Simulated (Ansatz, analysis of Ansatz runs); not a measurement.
# CsLi2Br3 (Immm), V_Br hop (4.0 Å): attempt frequency at charge +1

Aim: the prefactor of a hop in CsLi2Br3 (Immm) (V_Br hop (4.0 Å), charge +1) from the modes of the moving atom at the start and at the top of a path found beforehand. Model: a cell of 72 host atoms with 1 Br taken out.

Main program and level: Ansatz 0.2.0; plane-wave PAW DFT, PBEsol; finite-difference force constants of the moving atom alone.

**1. The structure**

The cell holds 71 atoms: 12 Cs, 24 Li and 35 Br. Cell: a = 13.853 Å, b = 11.980 Å, c = 13.179 Å, α = 90.0°, β = 90.0°, γ = 67.3°. It derives from CsLi2Br3 (space group Immm). Nearest the centre at fractional (0.458, 0.625, 0.890): Br45 at 1.93 Å, Li30 at 2.07 Å, Cs25 at 3.07 Å, Cs48 at 3.13 Å, Br43 at 3.24 Å, Br20 at 3.26 Å, Li33 at 4.02 Å, Li56 at 4.08 Å. The cell carries charge +1.

The cell's shortest repeat is 12.0 Å.

**2. Vibrations of the moving atom at the start point**

Harmonic transition-state theory takes the prefactor from the modes at the minimum and at the top. Only the moving atom is displaced, by 0.02 Å, which takes six displaced runs and a reference; the host's atoms are held.

qp1.start.modes/input.yaml reads:

```yaml
crystal:
  lattice:
    - [13.85313549, 0.0, 0.0]
    - [4.61771183, 11.05374572, 0.0]
    - [0.0, 0.0, 13.17916514]
  atoms:
    - { symbol: Cs, position: [8.235e-05, 0.50027287, 0.00594107] }
    - { symbol: Cs, position: [0.08094805, 0.75378802, 0.49548209] }
    - { symbol: Cs, position: [0.16654454, 0.00098972, 0.00164609] }
    - { symbol: Cs, position: [0.25230566, 0.24712457, 0.49991404] }
    - { symbol: Li, position: [0.00218105, 0.49835525, 0.30689421] }
    - { symbol: Li, position: [0.08229009, 0.75208563, 0.80789216] }
    - { symbol: Li, position: [0.16766817, -0.00012812, 0.30734295] }
    - { symbol: Li, position: [0.24956828, 0.26385277, 0.80966427] }
    - { symbol: Li, position: [-0.00073964, 0.49994632, 0.68799412] }
    - { symbol: Li, position: [0.08373466, 0.75052194, 0.1904659] }
    - { symbol: Li, position: [0.16182483, 0.01803769, 0.68914732] }
    - { symbol: Li, position: [0.25077314, 0.25071819, 0.19218748] }
    - { symbol: Br, position: [-0.00088675, 0.00098985, 0.77456434] }
    - { symbol: Br, position: [0.08500466, 0.24930864, 0.28286983] }
    - { symbol: Br, position: [0.15385447, 0.50537219, 0.78578839] }
    - { symbol: Br, position: [0.24991405, 0.75051701, 0.27977524] }
    - { symbol: Br, position: [-4.703e-05, 0.00093662, 0.2187834] }
    - { symbol: Br, position: [0.0842462, 0.2502068, 0.71736171] }
    - { symbol: Br, position: [0.16795811, 0.49958562, 0.21516795] }
    - { symbol: Br, position: [0.26635876, 0.73136508, 0.7280813] }
    - { symbol: Br, position: [0.00156762, 0.49888484, 0.4986917] }
    - { symbol: Br, position: [0.08269062, 0.75291176, -0.00160343] }
    - { symbol: Br, position: [0.16986432, -0.00339514, 0.50089542] }
    - { symbol: Br, position: [0.25035318, 0.24941632, -0.00051685] }
    - { symbol: Cs, position: [0.33031427, 0.50022299, -0.00336566] }
    - { symbol: Cs, position: [0.41645985, 0.74658636, 0.49364329] }
    - { symbol: Cs, position: [0.49994669, 0.00136962, 0.00556736] }
    - { symbol: Cs, position: [0.58115099, 0.25062661, 0.50163943] }
    - { symbol: Li, position: [0.33289629, 0.49995391, 0.30426501] }
    - { symbol: Li, position: [0.40309299, 0.7880422, 0.81233597] }
    - { symbol: Li, position: [0.50078207, -0.00203056, 0.30825181] }
    - { symbol: Li, position: [0.59337707, 0.21637622, 0.81424086] }
    - { symbol: Li, position: [0.30553817, 0.50832445, 0.68277843] }
    - { symbol: Li, position: [0.41663031, 0.74965373, 0.18983221] }
    - { symbol: Li, position: [0.51233557, -0.03882974, 0.68770486] }
    - { symbol: Li, position: [0.58282678, 0.24999919, 0.19286788] }
    - { symbol: Br, position: [0.33747851, 0.01165674, 0.7748354] }
    - { symbol: Br, position: [0.41747814, 0.24814959, 0.28416395] }
    - { symbol: Br, position: [0.58350221, 0.74906844, 0.28012803] }
    - { symbol: Br, position: [0.33423576, -0.00121155, 0.21686019] }
    - { symbol: Br, position: [0.41706731, 0.29218168, 0.73385258] }
    - { symbol: Br, position: [0.49932102, 0.49989206, 0.21415401] }
    - { symbol: Br, position: [0.58004409, 0.72462853, 0.7250932] }
    - { symbol: Br, position: [0.32883002, 0.50175879, 0.49651134] }
    - { symbol: Br, position: [0.41956789, 0.74596871, -0.00437478] }
    - { symbol: Br, position: [0.50162384, -0.00374817, 0.50298548] }
    - { symbol: Br, position: [0.58315297, 0.25297325, -0.00085063] }
    - { symbol: Cs, position: [0.67176824, 0.49797542, 0.00199199] }
    - { symbol: Cs, position: [0.75250577, 0.7485919, 0.4923025] }
    - { symbol: Cs, position: [0.83417073, -0.00049277, 0.00240975] }
    - { symbol: Cs, position: [0.91914742, 0.24660985, 0.49694117] }
    - { symbol: Li, position: [0.66721034, 0.49758329, 0.30453676] }
    - { symbol: Li, position: [0.75424084, 0.74085203, 0.809464] }
    - { symbol: Li, position: [0.83242822, 0.00206065, 0.3073203] }
    - { symbol: Li, position: [0.91662137, 0.24866024, 0.8092492] }
    - { symbol: Li, position: [0.69335618, 0.49484075, 0.68190411] }
    - { symbol: Li, position: [0.75048133, 0.74976389, 0.19105241] }
    - { symbol: Li, position: [0.83769862, -0.01747277, 0.68846892] }
    - { symbol: Li, position: [0.91766088, 0.24874566, 0.19257119] }
    - { symbol: Br, position: [0.66288768, -0.00792379, 0.77585463] }
    - { symbol: Br, position: [0.7493201, 0.25031806, 0.28193986] }
    - { symbol: Br, position: [0.84159699, 0.50037777, 0.786249] }
    - { symbol: Br, position: [0.91753507, 0.74989999, 0.28028313] }
    - { symbol: Br, position: [0.6669384, -0.00052094, 0.21793261] }
    - { symbol: Br, position: [0.73191543, 0.27323605, 0.73073705] }
    - { symbol: Br, position: [0.83409561, 0.49930897, 0.21795841] }
    - { symbol: Br, position: [0.91467699, 0.75178767, 0.71356017] }
    - { symbol: Br, position: [0.66912052, 0.4984977, 0.4971459] }
    - { symbol: Br, position: [0.74928885, 0.7512062, -0.00103356] }
    - { symbol: Br, position: [0.82996174, 0.00379153, 0.50039181] }
    - { symbol: Br, position: [0.91833729, 0.24793126, -0.00032491] }
  symmetry: { detect: false }
total_charge: 1
basis:
  ecutwfc: 420
  xc_grid: 2
hamiltonian:
  xc: pbesol
kpoints:
  mp_grid: { grid: [1, 1, 1], shift: [0.25, 0.25, 0.25] }
scf:
  occupations: { method: fixed }
  max_iter: 150
phonons:
  supercell: [1, 1, 1]
  displaced_sites: [44]
  amplitude: 0.02
```

Started as:

```sh
> ansatz run input.yaml --threads 32 --pin off --max-ram 84787MiB --backend cuda --events-out ev --progress --plain --runs-dir out --max-vram 78GiB
```

Numbers of over 12 decimals in the logs are rounded to 6 here.

The log of the run:

```text
[... repeated set-up lines and file paths are left out, and long positions are rounded to six places ...]
Engine: ansatz 0.2.0, aarch64-unknown-linux-gnu
Pseudopotentials: kind: paw
Pseudopotential: Cs, paw, valence charge 9, recommended cutoff 420 eV (normal), Cs.paw.azcp
Pseudopotential: Li, paw, valence charge 3, recommended cutoff 420 eV (normal), Li.paw.azcp
Pseudopotential: Br, paw, valence charge 7, recommended cutoff 420 eV (normal), Br.paw.azcp
Functional definition: PBEsol
  exchange = pbesol_x
  correlation = pbesol_c
[...]
Crystal: 71 atoms, lattice volume = 2018.113 Å³
Basis set: ecut = 420 eV, 39381 PW (Γ), exchange–correlation on 192×162×180 points (8 copies of the dense FFT grid, shifted against one another)
Bands: 283, of which v1, the nominal top of the filled ones, is band 212 counted from 1 (211 counted from 0)
Symmetry: 1 space group operations
k-points: 1
Non-local potential: Cs, projectors of the file, l = 0: 3, l = 1: 2, l = 2: 2, l = 3: 2
Non-local potential: Li, projectors of the file, l = 0: 3, l = 1: 2, l = 2: 1
Non-local potential: Br, projectors of the file, l = 0: 2, l = 1: 2, l = 2: 2
PAW form: soft (Blöchl's): semilocal exchange-correlation on the pseudo side does not see the compensation charge
PAW frozen core: Cs, regenerated for the run's functional, and the local potential with it (the file was generated under x = pbe(κ = 0.804, μ = 0.219515), c = pbe(β = 0.066725))
PAW frozen core: Br, regenerated for the run's functional, and the local potential with it (the file was generated under x = pbe(κ = 0.804, μ = 0.219515), c = pbe(β = 0.066725))
PAW one-centre angular grid: Cs, 194 points (default); XC on 64 Gauss nodes
PAW one-centre angular grid: Li, 110 points (default); XC on 64 Gauss nodes
PAW one-centre angular grid: Br, 110 points (default); XC on 64 Gauss nodes
Initial density: superposition of atomic densities (neutral atoms scaled as one to the charged cell's electrons: chi_scale 0, normalization atom), corrected by the library's trained network
Initial wavefunctions: pseudopotential atomic-orbital guess
[...]
Functional: x = pbesol(κ = 0.804, μ = 0.123457), c = pbesol(β = 0.046)
SCF iter   1: F=—  HF=-167797.920544 eV  |F-HF|=—  |Δ(HF+E_count)|=         —  Δρ=1.36e-3  dr2=5.03e-2  ethr=1.77e-3  ⟨swp⟩=7.0  Hψ=1069  notcnv=0  defer=69
preconditioner: auto → Resta (q_TF=auto, 2.104 Å⁻¹)  ε∞=2.9  [insulator: Δε(μ)=4.558 eV  Ē_g=11.385 eV  n_scr=320 (ndim 8)  ℏωp=15.5 eV  f_vac=0.014  ε∞_Penn≈2.9]
SCF iter   2: F=—  HF=-167797.903766 eV  |F-HF|=—  |Δ(HF+E_count)|=   1.68e-2  Δρ=7.37e-4  dr2=1.45e-2  ethr=1.19e-5  ⟨swp⟩=4.0  Hψ=543  notcnv=0  defer=69
[...]
SCF iter   9: F=-167797.903319 eV  HF=-167797.903319 eV  |F-HF|=3.49e-10  |Δ(HF+E_count)|=   6.23e-9  Δρ=8.34e-8  dr2=2.30e-10  ethr=1.00e-12  ⟨swp⟩=24.0  Hψ=2353  notcnv=0
SCF 1 converged in 9 iterations: F = -167797.903319 eV  dr2 = 2.30e-10
  greatest PAW one-centre occupation: 1.000 electrons in one spin orbital (limit 2), on the Li atom at site 31 (counted from 0), in its partial waves of l = 0
[...]
iter 1 solved again at ethr=1.48e-7 eV; its pass at ethr=3.10e-3 eV (dr2=6.29e-4 eV) is discarded
SCF iter   1: F=—  HF=-167797.902890 eV  |F-HF|=—  |Δ(HF+E_count)|=         —  Δρ=4.54e-5  dr2=3.68e-5  ethr=1.48e-7  ⟨swp⟩=4.0  Hψ=1146  notcnv=0  defer=69
SCF iter   2: F=—  HF=-167797.903073 eV  |F-HF|=—  |Δ(HF+E_count)|=   1.83e-4  Δρ=2.35e-5  dr2=9.34e-6  ethr=8.67e-9  ⟨swp⟩=2.0  Hψ=429  notcnv=0  defer=66
[...]
SCF iter   7: F=-167797.903076 eV  HF=-167797.903076 eV  |F-HF|=5.82e-11  |Δ(HF+E_count)|=  5.82e-11  Δρ=1.46e-8  dr2=7.82e-12  ethr=1.00e-12  ⟨swp⟩=4.0  Hψ=890  notcnv=0
SCF 2 converged in 7 iterations: F = -167797.903076 eV  dr2 = 7.82e-12
[...]
iter 1 solved again at ethr=4.53e-10 eV; its pass at ethr=3.10e-3 eV (dr2=1.92e-6 eV) is discarded
[...]
SCF iter   5: F=-167797.903105 eV  HF=-167797.903105 eV  |F-HF|=8.73e-11  |Δ(HF+E_count)|=  1.75e-10  Δρ=2.33e-8  dr2=1.47e-11  ethr=1.00e-12  ⟨swp⟩=4.0  Hψ=874  notcnv=0
SCF 3 converged in 5 iterations: F = -167797.903105 eV  dr2 = 1.47e-11
[...]
SCF 4 converged in 7 iterations: F = -167797.902983 eV  dr2 = 1.76e-11
[...]
SCF 5 converged in 5 iterations: F = -167797.902984 eV  dr2 = 1.64e-11
[...]
SCF 6 converged in 7 iterations: F = -167797.902551 eV  dr2 = 3.62e-11
[...]
SCF 7 converged in 5 iterations: F = -167797.902576 eV  dr2 = 2.04e-11
SCF converged after 9 iterations
[...]
[... 3 atoms left out ...]
  atom  56  Li    -0.00088791    -0.00012408    -0.00192381
  [... 15 atoms left out ...]
  max |Σ_I F_I| component: 4.02e-6 eV/Å
--- Band table (eV) ---
  k-point 0: bands = ["-41.7274", "-41.6895", "-41.6851", "-41.6662", [... 49 left out ...] "-10.7856", "-10.7787", "-10.7658", "-10.7"]
--- Phonons: 6 displaced members + reference (amplitude 0.02 Å, Σ member SCF iterations 36) ---
  symmetry images taken by strict's conditions (phonons.symmetry_images: auto; settled by no image being taken that strict refuses)
  force constants formed among 1 of 71 sites (Br 44); the other 70 at rest. The modes move the named sites alone.
  the frequencies, the zero-point energy and the sums are of the block with the acoustic sum rule laid on its rows. Row sums over every site: 1.8e-4 eV/Å² at the most
  transpose residual: 3.2e-4 eV/Å²
  largest component of a force at the reference: 7.8e-4 eV/Å on a named site, 3.8e-3 eV/Å on a site at rest
  frequencies among the named sites at Γ of the cell (cm⁻¹): 62.31 73.64 114.60
  unstable modes among the named sites: 0
  frequencies as built, with no sum rule (cm⁻¹): 62.31 73.64 114.59
  zero-point energy: 0.015532 eV/cell   skipped modes (ω ≤ 0): 0
  not written: the harmonic force-constant file, the file of eigenvectors (these modes' are written with the force constants), the density of states and the dispersion, which are of every site
```

Wall time 3.7 s (1 × NVIDIA GB200 with 32 threads of Arm Neoverse V2, shared host); peak memory 2.3 GiB; 18 s of CPU time.

The column dr2 measures how far the density is from self-consistency, as an energy; F and HF (Harris–Foulkes) agree once it is small.

Read from the output:

| Quantity | Value |
| --- | --- |
| free energy | -167797.9033 eV |
| frequencies of moving atom | 62.31, 73.64, 114.6 cm⁻¹ (negative: imaginary) |

The three modes are 62, 74 and 115 cm⁻¹: all real, a minimum for this atom with the others held.

**3. Vibrations of the moving atom at the top of the path**

The same at the top, where the mode along the path should be imaginary.

qp1.top.modes/input.yaml reads:

```yaml
crystal:
  lattice:
    - [13.85313549, 0.0, 0.0]
    - [4.61771183, 11.05374572, 0.0]
    - [0.0, 0.0, 13.17916514]
  atoms:
    - { symbol: Cs, position: [-0.00074356, 0.50012986, 0.0063108] }
    - { symbol: Cs, position: [0.07974682, 0.75465015, 0.49479328] }
[... 17 atom lines left out ...]
    - { symbol: Br, position: [0.24442857, 0.75611997, 0.7067952] }
[... 4 atom lines left out ...]
    - { symbol: Cs, position: [0.32782062, 0.47815562, 0.01212405] }
[... 4 atom lines left out ...]
    - { symbol: Li, position: [0.4082273, 0.77891633, 0.7776104] }
[... 1 atom line left out ...]
    - { symbol: Li, position: [0.59107731, 0.22648274, 0.81554981] }
    - { symbol: Li, position: [0.31453094, 0.51471206, 0.69312469] }
    - { symbol: Li, position: [0.41980711, 0.74037735, 0.21359841] }
[... 2 atom lines left out ...]
    - { symbol: Br, position: [0.33936721, 0.00595984, 0.77644569] }
[... 5 atom lines left out ...]
    - { symbol: Br, position: [0.58913639, 0.74563624, 0.70233567] }
[... 1 atom line left out ...]
    - { symbol: Br, position: [0.463129, 0.61173842, -0.11169869] }
[... 1 atom line left out ...]
    - { symbol: Br, position: [0.5852004, 0.24577035, 0.00286892] }
    - { symbol: Cs, position: [0.68749313, 0.47675511, 0.01367869] }
[... 7 atom lines left out ...]
    - { symbol: Li, position: [0.68079334, 0.50545214, 0.69060978] }
[... 14 atom lines left out ...]
    - { symbol: Br, position: [0.92987073, 0.23942353, 0.00080803] }
  symmetry: { detect: false }
total_charge: 1
basis:
  ecutwfc: 420
  xc_grid: 2
hamiltonian:
  xc: pbesol
kpoints:
  mp_grid: { grid: [1, 1, 1], shift: [0.25, 0.25, 0.25] }
scf:
  occupations: { method: fixed }
  max_iter: 150
phonons:
  supercell: [1, 1, 1]
  displaced_sites: [44]
  amplitude: 0.02
```

The log of the run:

```text
[...]
Crystal: 71 atoms, lattice volume = 2018.113 Å³
Basis set: ecut = 420 eV, 39381 PW (Γ), exchange–correlation on 192×162×180 points (8 copies of the dense FFT grid, shifted against one another)
Bands: 283, of which v1, the nominal top of the filled ones, is band 212 counted from 1 (211 counted from 0)
Symmetry: 1 space group operations
k-points: 1
[...]
SCF iter   1: F=—  HF=-167797.205809 eV  |F-HF|=—  |Δ(HF+E_count)|=         —  Δρ=1.36e-3  dr2=5.52e-2  ethr=1.77e-3  ⟨swp⟩=6.0  Hψ=1060  notcnv=0  defer=69
[...]
SCF iter   2: F=—  HF=-167797.184759 eV  |F-HF|=—  |Δ(HF+E_count)|=   2.10e-2  Δρ=7.44e-4  dr2=1.60e-2  ethr=1.30e-5  ⟨swp⟩=4.0  Hψ=543  notcnv=0  defer=69
[...]
SCF iter   9: F=-167797.183199 eV  HF=-167797.183199 eV  |F-HF|=3.49e-10  |Δ(HF+E_count)|=   6.75e-9  Δρ=8.15e-8  dr2=2.25e-10  ethr=1.00e-12  ⟨swp⟩=24.0  Hψ=2524  notcnv=0
SCF 1 converged in 9 iterations: F = -167797.183199 eV  dr2 = 2.25e-10
[...]
SCF iter   2: F=—  HF=-167797.182818 eV  |F-HF|=—  |Δ(HF+E_count)|=   3.74e-4  Δρ=2.52e-5  dr2=1.35e-5  ethr=9.67e-9  ⟨swp⟩=2.0  Hψ=428  notcnv=0  defer=67
[...]
SCF iter   7: F=-167797.182821 eV  HF=-167797.182821 eV  |F-HF|=2.91e-11  |Δ(HF+E_count)|=  4.07e-10  Δρ=1.97e-8  dr2=1.74e-11  ethr=1.00e-12  ⟨swp⟩=5.0  Hψ=1025  notcnv=0
SCF 2 converged in 7 iterations: F = -167797.182821 eV  dr2 = 1.74e-11
[...]
SCF iter   5: F=-167797.182742 eV  HF=-167797.182742 eV  |F-HF|=2.91e-11  |Δ(HF+E_count)|=  2.33e-10  Δρ=3.07e-8  dr2=2.81e-11  ethr=1.00e-12  ⟨swp⟩=5.0  Hψ=1031  notcnv=0
SCF 3 converged in 5 iterations: F = -167797.182742 eV  dr2 = 2.81e-11
[...]
SCF 4 converged in 7 iterations: F = -167797.182556 eV  dr2 = 3.66e-11
[...]
SCF 5 converged in 5 iterations: F = -167797.182790 eV  dr2 = 3.70e-11
[...]
SCF 6 converged in 7 iterations: F = -167797.182824 eV  dr2 = 3.69e-11
[...]
SCF 7 converged in 5 iterations: F = -167797.182661 eV  dr2 = 2.63e-11
SCF converged after 9 iterations
[...]
[... 2 atoms left out ...]
  atom  56  Li    -0.00329587    -0.00364901     0.00290109
  [... 15 atoms left out ...]
  max |Σ_I F_I| component: 6.21e-6 eV/Å
--- Band table (eV) ---
[...]
transpose residual: 2.8e-4 eV/Å²
[...]
frequencies among the named sites at Γ of the cell (cm⁻¹): -34.60 84.25 133.83
  unstable modes among the named sites: 1
  frequencies as built, with no sum rule (cm⁻¹): -34.60 84.25 133.83
  zero-point energy: 0.013519 eV/cell   skipped modes (ω ≤ 0): 1, of them read as no rigid motion or as one in doubt: 1 (1.000e0 modes/cell left out, lowest -34.60 cm⁻¹)
[...]
```

Wall time 3.4 s (1 × NVIDIA GB200 with 32 threads); peak memory 2.3 GiB.

This step gave:

* free energy: -167797.1832 eV
* frequencies of moving atom: -34.60, 84.25, 133.8 cm⁻¹ (negative: imaginary)

The three modes are 35i, 84 and 134 cm⁻¹: one imaginary, a saddle of first order for this atom with the others held.

**4. Attempt frequency and hop rate**

Analysis of the runs above: harmonic transition-state theory from the moving atom's modes alone (Vineyard), PBEsol.

It gives:

```yaml
attempt_frequency: 1.398 THz
```

The hop rate by temperature:

```csv
temperature (K),hop rate (1/s)
200,1.0e-6
300,1.12
400,1182
600,1.2e6
800,4.1e7
1000,3.3e8
```

**5. Results**

* attempt frequency (attempt frequency and hop rate): 1.40 THz

**Reading.** The attempt frequency, the product of the three frequencies at the start over that of the two real ones at the top (Vineyard), is 1.4 THz. With the barrier of 0.72 eV it gives 1.2e+06 hops a second at 600 K along this one path; equivalent neighbouring sites multiply that. The host's atoms were held, though they move along the path too, so the prefactor is rough. Limits: one k-point off the zone centre stands for the whole zone; spin–orbit coupling, which can matter with heavy atoms, is left out.

[Logs are printed without paths, hosts, clocks, repeated set-up lines and the standing remarks that a program may print on its own settings, such as how far it seeks lower states.]

[Hosts, paths, dates, database ids (printed as entryN), source tags and the programs' standing remarks are cut or masked in the printed files.]
